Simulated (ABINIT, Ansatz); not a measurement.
### KRb2GaF6 (Fm-3m): G0W0 with ABINIT, start to end

Symmetry: Fm-3m, No. 225, cubic system. The conventional cell has a = 8.757 Å, b = 8.757 Å, c = 8.757 Å, α = 90.00°, β = 90.00°, γ = 90.00°. Nearest to K lie 6 F at 2.48 Å. Rb has 12 F at 3.11 Å nearest. Ga has 6 F at 1.90 Å nearest. Nearest to F lie 1 Ga at 1.90 Å and 1 K at 2.48 Å and 4 Rb at 3.11 Å. Farther neighbours, and contacts between anions beyond the nearest, are not listed.

* method: RPA screening on PBEsol, plane waves, norm-conserving pseudopotentials (and 2 further levels or steps)
* program: ABINIT 10.8.3
* settings: cutoff 45 Ha, PseudoDojo scalar-relativistic 0.4 stringent, norm-conserving, ngkpt (2, 2, 2), nband 546, ecuteps 8 Ha, inclvkb 2, shiftk (0, 0, 0), symchi 1, awtr 1, frequency ppm, 2×2×2 k-mesh
* cost: 4 runs, 62 min in all on 8 MPI ranks of Arm Neoverse N1, shared host
* notes: The program’s warnings: nproc spkpt=  >= nkpt= * nsppol=. The cell and positions are those that the Materials Project relaxed with its own functionals (PBE, PBE+U or r2SCAN), kept fixed. Limits: no spin-orbit coupling. The 2×2×2 mesh is coarse for this cell, which bears on the long-range parts of exchange and screening.
* PBEsol gap: 6.19 eV, direct
* G0W0 gap on the mesh: 9.77 eV
* GW settings: 2×2×2 mesh, 546 bands, screening to 217.7 eV, Godby-Needs plasmon pole
* known limits: short of the basis limit; no spin-orbit coupling; coarse k mesh

G0W0 moves the gap on the mesh from 6.19 eV to 9.77 eV (+3.58 eV), with Z of 0.81 and 0.89 at the edges. Local fields lower the RPA ε∞ on this mesh from 2.29 to 2.07; a Γ-centred mesh this coarse tends to raise both, most where the direct gap is narrow, while a short band sum lowers them.

[Paths, hosts, dates, memory and timing lines, banners, echoed tables and standing remarks are left out of the program output; an Ansatz launch command may be rebuilt from the run's recorded settings. Measured values are a selection of at most five: reports struck by readers or far from the other reports are left out. None is set beside runs whose start may be inverted or whose files or cutoffs have a known fault.]

[Runs of the session that timed out or met a known fault of the program may be left out.]

[Hosts, paths, dates, database ids (printed as entryN), source tags and the programs' standing remarks are cut or masked in the printed files.]

[G0W0 gaps are taken among the corrected bands and points alone; a level outside them can change the order at an edge.]

[Where Ansatz stands beside ABINIT at settings called matched, ABINIT's density can come from a denser mesh and the files from another edition; pairs whose starting gaps differed by over 0.03 eV were left out, so agreement reads better than it is.]
